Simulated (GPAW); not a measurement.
**KTaO3: optical spectrum from first principles**

Wanted: where KTaO3 starts to absorb, how strongly, and its refractive index.

Program: GPAW 26.7.0. Level of theory: DFT, RPBE, plane-wave PAW (GPAW data sets), scalar-relativistic, RPA, optical limit. Results are calculated unless marked as measured.

**1. The starting structure**

The structure is cubic, space group Pm-3m (No. 221). Conventional cell: a = 3.988 Å, b = 3.988 Å, c = 3.988 Å, α = 90.00°, β = 90.00°, γ = 90.00°. Nearest to Ta lie 6 O at 1.99 Å. Nearest to K lie 12 O at 2.82 Å. O has 2 Ta at 1.99 Å and 4 K at 2.82 Å nearest. Farther neighbours and most contacts between anions are not listed.

Coordinates:

```cif
data_structure
_symmetry_space_group_name_H-M 'P 1'
_symmetry_Int_Tables_number 1
_cell_length_a 3.9883
_cell_length_b 3.9883
_cell_length_c 3.9883
_cell_angle_alpha 90.000
_cell_angle_beta 90.000
_cell_angle_gamma 90.000
_cell_volume 63.44
loop_
_atom_site_label
_atom_site_type_symbol
_atom_site_fract_x
_atom_site_fract_y
_atom_site_fract_z
_atom_site_occupancy
Ta1 Ta 0.00000 0.00000 0.00000 1
K2 K 0.50000 0.50000 0.50000 1
O3 O 0.00000 0.00000 0.50000 1
O4 O 0.00000 0.50000 0.00000 1
O5 O 0.50000 0.00000 0.00000 1
```

**2. Ground state**

First the ground state: is it a metal or has it a gap?

This step: DFT, RPBE, plane-wave PAW (GPAW data sets), scalar-relativistic, ground state (GPAW 26.7.0).

Input file gs.py:

```python
from ase import Atoms
from ase.dft.bandgap import bandgap
from gpaw import GPAW, PW, FermiDirac

atoms = Atoms(['Ta', 'K', 'O', 'O', 'O'],
              cell=[[3.988300000000, 0.000000000000, 0.000000000000],
                    [0.000000000000, 3.988300000000, 0.000000000000],
                    [0.000000000000, 0.000000000000, 3.988300000000]],
              scaled_positions=[[0.000000000000, 0.000000000000, 0.000000000000],
                                [0.500000000000, 0.500000000000, 0.500000000000],
                                [0.000000000000, 0.000000000000, 0.500000000000],
                                [0.000000000000, 0.500000000000, 0.000000000000],
                                [0.500000000000, 0.000000000000, 0.000000000000]],
              pbc=[True, True, True])
atoms.calc = GPAW(mode=PW(500), xc='RPBE', kpts={'size': (6, 6, 6), 'gamma': True},
                  occupations=FermiDirac(0.05), maxiter=150, txt='gs.txt')
print('energy (eV)', atoms.get_potential_energy())
print('Fermi level (eV)', atoms.calc.get_fermi_level())
print('valence electrons', atoms.calc.get_number_of_electrons())
print('gap (eV)', bandgap(atoms.calc, output=None)[0])
print('direct gap (eV)', bandgap(atoms.calc, direct=True, output=None)[0])
atoms.calc.write('gs.gpw')
```

Run with:

```bash
OMP_NUM_THREADS=1 python gs.py
```

Numbers of over 12 decimals in the logs are rounded to 6 here.

Log:

```text
__  _  _
 | _ |_)|_||  |
 |__||  | ||/\| - 26.7.0

Versions:
  Python: 3.12.14
  ASE:    3.29.0
  Numpy:  2.5.5
  Scipy:  1.18.1
  Libxc:  7.0.0

Input parameters:
  mode=PW(ecut=500.0),
  kpts=MonkhorstPack(size=(6, 6, 6), gamma=True),
  maxiter=150,
  occupations=Occupations(name='fermi-dirac', width=0.05, fixmagmom=False),
  xc=XC(name='RPBE')

Diagonalizing LCAO Hamiltonian
Converting LCAO to pw mode
   .---------.
  /|         |
 * |         |
 | |         |
 | |   K     |
 O .---------.
 |O         /
 Ta---O----*

Atoms  # Å, Bohr magnetons
|   | symbol |        x |        y |        z |    initial magnetic moments |
| 0 |     Ta | 0.000000 | 0.000000 | 0.000000 | ( 0.0000,  0.0000,  0.0000) |
| 1 |      K | 1.994150 | 1.994150 | 1.994150 | ( 0.0000,  0.0000,  0.0000) |
| 2 |      O | 0.000000 | 0.000000 | 1.994150 | ( 0.0000,  0.0000,  0.0000) |
| 3 |      O | 0.000000 | 1.994150 | 0.000000 | ( 0.0000,  0.0000,  0.0000) |
| 4 |      O | 1.994150 | 0.000000 | 0.000000 | ( 0.0000,  0.0000,  0.0000) |

Unit cell  # Å
| periodic |        x |        y |        z |  lengths |    angles |
|      yes | 3.988300 | 0.000000 | 0.000000 | 3.988300 | 90.000000 |
|      yes | 0.000000 | 3.988300 | 0.000000 | 3.988300 | 90.000000 |
|      yes | 0.000000 | 0.000000 | 3.988300 | 3.988300 | 90.000000 |

Number of symmetries: 48
Symmetry operations  # r_c * U_cc + t_c -> r_c
|    | kind |            matrix            |
|  0 |  E   |  1, 0, 0,  0, 1, 0,  0, 0, 1 |
|  1 |  σ   |  1, 0, 0,  0, 1, 0,  0, 0,-1 |
|  2 |  σ   |  1, 0, 0,  0, 0, 1,  0, 1, 0 |
|  3 |  C4  |  1, 0, 0,  0, 0, 1,  0,-1, 0 |
|  4 |  C4  |  1, 0, 0,  0, 0,-1,  0, 1, 0 |
|  5 |  σ   |  1, 0, 0,  0, 0,-1,  0,-1, 0 |
|  6 |  σ   |  1, 0, 0,  0,-1, 0,  0, 0, 1 |
|  7 |  C2  |  1, 0, 0,  0,-1, 0,  0, 0,-1 |
|  8 |  σ   |  0, 1, 0,  1, 0, 0,  0, 0, 1 |
|  9 |  C2  |  0, 1, 0,  1, 0, 0,  0, 0,-1 |
| 10 |  C3  |  0, 1, 0,  0, 0, 1,  1, 0, 0 |
| 11 |  S6  |  0, 1, 0,  0, 0, 1, -1, 0, 0 |
| 12 |  S6  |  0, 1, 0,  0, 0,-1,  1, 0, 0 |
| 13 |  C3  |  0, 1, 0,  0, 0,-1, -1, 0, 0 |
| 14 |  C4  |  0, 1, 0, -1, 0, 0,  0, 0, 1 |
| 15 |  S4  |  0, 1, 0, -1, 0, 0,  0, 0,-1 |
| 16 |  C3  |  0, 0, 1,  1, 0, 0,  0, 1, 0 |
| 17 |  S6  |  0, 0, 1,  1, 0, 0,  0,-1, 0 |
| 18 |  σ   |  0, 0, 1,  0, 1, 0,  1, 0, 0 |
| 19 |  C4  |  0, 0, 1,  0, 1, 0, -1, 0, 0 |
| 20 |  C2  |  0, 0, 1,  0,-1, 0,  1, 0, 0 |
| 21 |  S4  |  0, 0, 1,  0,-1, 0, -1, 0, 0 |
| 22 |  S6  |  0, 0, 1, -1, 0, 0,  0, 1, 0 |
| 23 |  C3  |  0, 0, 1, -1, 0, 0,  0,-1, 0 |
| 24 |  S6  |  0, 0,-1,  1, 0, 0,  0, 1, 0 |
| 25 |  C3  |  0, 0,-1,  1, 0, 0,  0,-1, 0 |
| 26 |  C4  |  0, 0,-1,  0, 1, 0,  1, 0, 0 |
| 27 |  σ   |  0, 0,-1,  0, 1, 0, -1, 0, 0 |
| 28 |  S4  |  0, 0,-1,  0,-1, 0,  1, 0, 0 |
| 29 |  C2  |  0, 0,-1,  0,-1, 0, -1, 0, 0 |
| 30 |  C3  |  0, 0,-1, -1, 0, 0,  0, 1, 0 |
| 31 |  S6  |  0, 0,-1, -1, 0, 0,  0,-1, 0 |
| 32 |  C4  |  0,-1, 0,  1, 0, 0,  0, 0, 1 |
| 33 |  S4  |  0,-1, 0,  1, 0, 0,  0, 0,-1 |
| 34 |  S6  |  0,-1, 0,  0, 0, 1,  1, 0, 0 |
| 35 |  C3  |  0,-1, 0,  0, 0, 1, -1, 0, 0 |
| 36 |  C3  |  0,-1, 0,  0, 0,-1,  1, 0, 0 |
| 37 |  S6  |  0,-1, 0,  0, 0,-1, -1, 0, 0 |
| 38 |  σ   |  0,-1, 0, -1, 0, 0,  0, 0, 1 |
| 39 |  C2  |  0,-1, 0, -1, 0, 0,  0, 0,-1 |
| 40 |  σ   | -1, 0, 0,  0, 1, 0,  0, 0, 1 |
| 41 |  C2  | -1, 0, 0,  0, 1, 0,  0, 0,-1 |
| 42 |  C2  | -1, 0, 0,  0, 0, 1,  0, 1, 0 |
| 43 |  S4  | -1, 0, 0,  0, 0, 1,  0,-1, 0 |
| 44 |  S4  | -1, 0, 0,  0, 0,-1,  0, 1, 0 |
| 45 |  C2  | -1, 0, 0,  0, 0,-1,  0,-1, 0 |
| 46 |  C2  | -1, 0, 0,  0,-1, 0,  0, 0, 1 |
| 47 |  i   | -1, 0, 0,  0,-1, 0,  0, 0,-1 |

BZ-sampling:
  Number of BZ points: 216
  Number of IBZ points: 20

  Monkhorst-Pack size: [6, 6, 6]
  Monkhorst-Pack shift: [0.083333, 0.083333, 0.083333]

K-points  # in reciprocal-cell coordinates
|     |                                coordinates |     weight |
|   0 | (  0.00000000,   0.00000000,   0.00000000) | 0.00462963 |
|   1 | (  0.16666667,   0.00000000,   0.00000000) | 0.02777778 |
|   2 | (  0.16666667,   0.16666667,   0.00000000) | 0.05555556 |
|   3 | (  0.16666667,   0.16666667,   0.16666667) | 0.03703704 |
|   4 | (  0.33333333,   0.00000000,   0.00000000) | 0.02777778 |
|   5 | (  0.33333333,   0.16666667,   0.00000000) | 0.11111111 |
|   6 | (  0.33333333,   0.16666667,   0.16666667) | 0.11111111 |
|   7 | (  0.33333333,   0.33333333,   0.00000000) | 0.05555556 |
|   8 | (  0.33333333,   0.33333333,   0.16666667) | 0.11111111 |
|   9 | (  0.33333333,   0.33333333,   0.33333333) | 0.03703704 |
| ... |                                            |            |
|  19 | (  0.50000000,   0.50000000,   0.50000000) | 0.00462963 |

Plane wave coefficients: 1640
Cutoff: 500.0 eV

Spin-components: 1 (collinear spins)
Bands:           28
Projectors:      26
Spin-degeneracy: 2
Datatype:        complex128

Parallelization:
  kpt:    1
  domain: 1
  band:   1

Density:
  Valence electrons: 40.0
  Components: 1
  Grid points: [21 21 21]
  Charge: 0.0  # |e|

Potential:
  Grid points: [21 21 21]

species:
  Ta:
    name:    Tantalum
    id:
    Z:       73.0
    valence: 13
    core:    60
    charge:  0.0  # [|e|]
    compensation charges:
      type: gauss
      rc: 0.42  # [Å]
      lmax: 2
    cutoffs:
      filter: 2.36  # [Å]
      core: 3.45  # [Å]
    projectors
    | kind |    occ | energy [eV] | rcut [Å] |
    |   5s |  2.000 |     -72.771 |    1.365 |
    |   6s |  2.000 |      -5.369 |    1.365 |
    |   5p |  6.000 |     -39.410 |    1.349 |
    |   6p |  0.000 |      -1.395 |    1.349 |
    |   5d |  3.000 |      -3.553 |    1.307 |
    |    d |        |      23.659 |    1.307 |

    Using partial waves for Ta as LCAO basis

  K:
    name:    Potassium
    id:
    Z:       19.0
    valence: 9
    core:    10
    charge:  0.0  # [|e|]
    compensation charges:
      type: gauss
      rc: 0.35  # [Å]
      lmax: 2
    cutoffs:
      filter: 1.91  # [Å]
      core: 1.27  # [Å]
    projectors
    | kind |    occ | energy [eV] | rcut [Å] |
    |   3s |  2.000 |     -35.407 |    1.122 |
    |   4s |  1.000 |      -2.277 |    1.122 |
    |   3p |  6.000 |     -18.838 |    1.106 |
    |    p |        |       8.374 |    1.106 |
    |    d |        |       0.000 |    0.937 |

    Using partial waves for K as LCAO basis

  O:
    name:    Oxygen
    id:
    Z:       8.0
    valence: 6
    core:    2
    charge:  0.0  # [|e|]
    compensation charges:
      type: gauss
      rc: 0.21  # [Å]
      lmax: 2
    cutoffs:
      filter: 1.17  # [Å]
      core: 0.83  # [Å]
    projectors
    | kind |    occ | energy [eV] | rcut [Å] |
    |   2s |  2.000 |     -24.041 |    0.688 |
    |   2p |  4.000 |      -8.984 |    0.598 |
    |    s |        |       3.170 |    0.688 |
    |    p |        |      18.228 |    0.598 |
    |    d |        |       0.000 |    0.619 |

    Using partial waves for O as LCAO basis

Reference energy: -446701.058641  # eV

eigensolver:
  PPCG
  Converge bands: occupied
  niter=2

density mixing:
  MSR1-Mixer
  Pratt-step length: 0.05
  Maximum mixing coefficient: 0.75
  Old densities: 10
  SVD Regularization: 0.005
  Good broyden scale: 1.0
  Trust region scale: 1.0
  Backstep threshold: 4.0
  History deletion threshold: 6.0
  Fourier metric: weight=20.0, sigma=0.015

occupation numbers:
  Fermi-Dirac:
    width: 0.0500  # eV

poisson solver:
  ecut: 4000.0  # eV

xc functional:
  name: RPBE with 2 nearest neighbor stencil

convergence criteria:
- Maximum [total energy] change in last 3 cyles: 0.0005 eV / valence electron
- Maximum integral of absolute [dens]ity change: 0.0001 electrons / valence electron
- Maximum integral of absolute [eigenst]ate change: 4e-08 eV^2 / valence electron
maximum number of iterations: 150

SCF iterations
|iter     |      energy | eigst |  dens |
|iter:   1||  -41.921061 | -0.15 |       |
|iter:   2||  -40.368418 | -1.76 | -0.87 |
|iter:   3||  -36.629067 | -0.49 | -0.93 |
|iter:   4||  -36.606378 | -2.24 | -1.53 |
|iter:   5||  -36.622785 | -2.82 | -1.75 |
|iter:   6||  -36.622099c| -4.08 | -2.58 |
|iter:   7||  -36.622270c| -5.16 | -3.06 |
|iter:   8||  -36.622290c| -6.33 | -3.59 |
|iter:   9||  -36.622291c| -7.46c| -4.30c|

Converged in 9 steps
SCF loop duration: 15.849 s (1.761 s/step)
Energy contributions relative to reference atoms: (reference = -446701.058641)

Energy contributions:
  Kinetic:          33.463634
  Coulomb:         -35.418093
  Zero:             -0.453122
  External:          0.000000
  Xc:              -34.214710
  Entropy:          -0.000000
  Spinorbit:         0.000000
  ----------------------------
  Free energy:     -36.622291
  Extrapolated:    -36.622291

dipole moment: (-36.872760, -36.872760, -36.872760)  # |e|*Ang

Fermi level: 6.614
Eigenvalues  # (at kpt = [0.000, 0.000, 0.000])
| band index |      eig [eV] | occ [0-2] |
|          0 |       -61.921 |     2.000 |
|        ... |               |           |
|         12 |         3.188 |     2.000 |
|         13 |         3.188 |     2.000 |
|         14 |         4.543 |     2.000 |
|         15 |         4.543 |     2.000 |
|         16 |         4.543 |     2.000 |
|         17 |         4.966 |     2.000 |
|         18 |         4.966 |     2.000 |
|         19 |         4.966 |     2.000 |
|         20 |         7.801 |     0.000 |
|         21 |         7.801 |     0.000 |
|         22 |         7.801 |     0.000 |
|         23 |        12.308 |     0.000 |
|         24 |        12.308 |     0.000 |
|         25 |        12.400 |     0.000 |
|         26 |        13.824 |     0.000 |
|         27 |        13.824 |     0.000 |

Gap: 2.226 eV
Transition (v -> c):
  (s=0, k=18, n=19, [0.50, 0.50, 0.33]) -> (s=0, k=0, n=20, [0.00, 0.00, 0.00])
Direct/indirect transitions are different
Direct gap: 2.835 eV
Transition at: (s=0, k=0, n=19, [0.00, 0.00, 0.00])

--- standard output ---
energy (eV) -36.622291
Fermi level (eV) 6.613942
valence electrons 40.0
gap (eV) 2.225674
direct gap (eV) 2.835350
```

The job ended after 20 s (1 thread of AMD EPYC 7R43, shared host; peak memory 0.16 GiB).

Numbers from this step:

- energy: -36.62 eV
- Fermi energy: 6.614 eV
- gap on the k-mesh: 2.226 eV
- direct gap on the mesh: 2.835 eV
- electrons: 40

There is a gap, 2.23 eV on this mesh (points off the mesh can give less), so no carriers' term is needed.

**3. Bands for the response**

The response needs many more empty bands than the density does.

This step: DFT, RPBE, plane-wave PAW (GPAW data sets), scalar-relativistic, bands at fixed density (GPAW 26.7.0).

Input file nscf.py:

```python
from ase.dft.bandgap import bandgap
from gpaw import GPAW, FermiDirac

calc = GPAW('gs.gpw').fixed_density(kpts={'size': (8, 8, 8), 'gamma': True}, nbands=49, convergence={'bands': 43},
                                    occupations=FermiDirac(0.001), txt='nscf.txt')
print('gap (eV)', bandgap(calc, output=None)[0])
print('direct gap (eV)', bandgap(calc, direct=True, output=None)[0])
print('top band over the Fermi level (eV)', min(calc.get_eigenvalues(kpt=k)[42] for k in range(len(calc.get_ibz_k_points()))) - calc.get_fermi_level())
calc.write('full.gpw', mode='all')
```

Run with:

```bash
OMP_NUM_THREADS=1 python nscf.py
```

Log:

```text
Diagonalizing LCAO Hamiltonian
Converting LCAO to pw mode
convergence criteria:
- Maximum integral of absolute [eigenst]ate change: 4e-08 eV^2 / valence electron
maximum number of iterations: 150

SCF iterations
|iter     |      energy | eigst |  dens |
|iter:   1||             | +3.02 |       |
|iter:   2||             | +1.86 |       |
|iter:   3||             | +0.77 |       |
|iter:   4||             | -0.36 |       |
|iter:   5||             | -1.32 |       |
|iter:   6||             | -2.50 |       |
|iter:   7||             | -3.48 |       |
|iter:   8||             | -4.61 |       |
|iter:   9||             | -5.55 |       |
|iter:  10||             | -6.66 |       |
|iter:  11||             | -7.32 |       |
|iter:  12||             | -7.83c|       |
SCF steps: 12
  __  _  _
 | _ |_)|_||  |
 |__||  | ||/\| - 26.7.0

Versions:
  Python: 3.12.14
  ASE:    3.29.0
  Numpy:  2.5.5
  Scipy:  1.18.1
  Libxc:  7.0.0

Input parameters:
  mode=PW(ecut=500.0),
  convergence={'bands': 43},
  gpts=array([21, 21, 21]),
  kpts=MonkhorstPack(size=(8, 8, 8), gamma=True),
  maxiter=150,
  nbands=49,
  occupations=Occupations(name='fermi-dirac', width=0.001, fixmagmom=False),
  parallel={},
  xc=XC(name='RPBE')

--- standard output ---
gap (eV) 2.221516
direct gap (eV) 2.835350
top band over the Fermi level (eV) 22.233125
```

Run time: 55 s. Hardware: 1 thread; peak memory 0.22 GiB.

Read-outs, printed or worked out from the files:

| Property | Result |
| --- | --- |
| gap on the k-mesh | 2.222 eV |

(Continued in part 2 of 2.)

[Machine, clock and banner lines and Python warnings are left out of the logs.]

[Logs are printed without paths, hosts, clocks, repeated set-up lines and the standing remarks that a program may print on its own settings, such as how far it seeks lower states.]

[Hosts, paths, dates, database ids (printed as entryN), source tags and the programs' standing remarks are cut or masked in the printed files.]
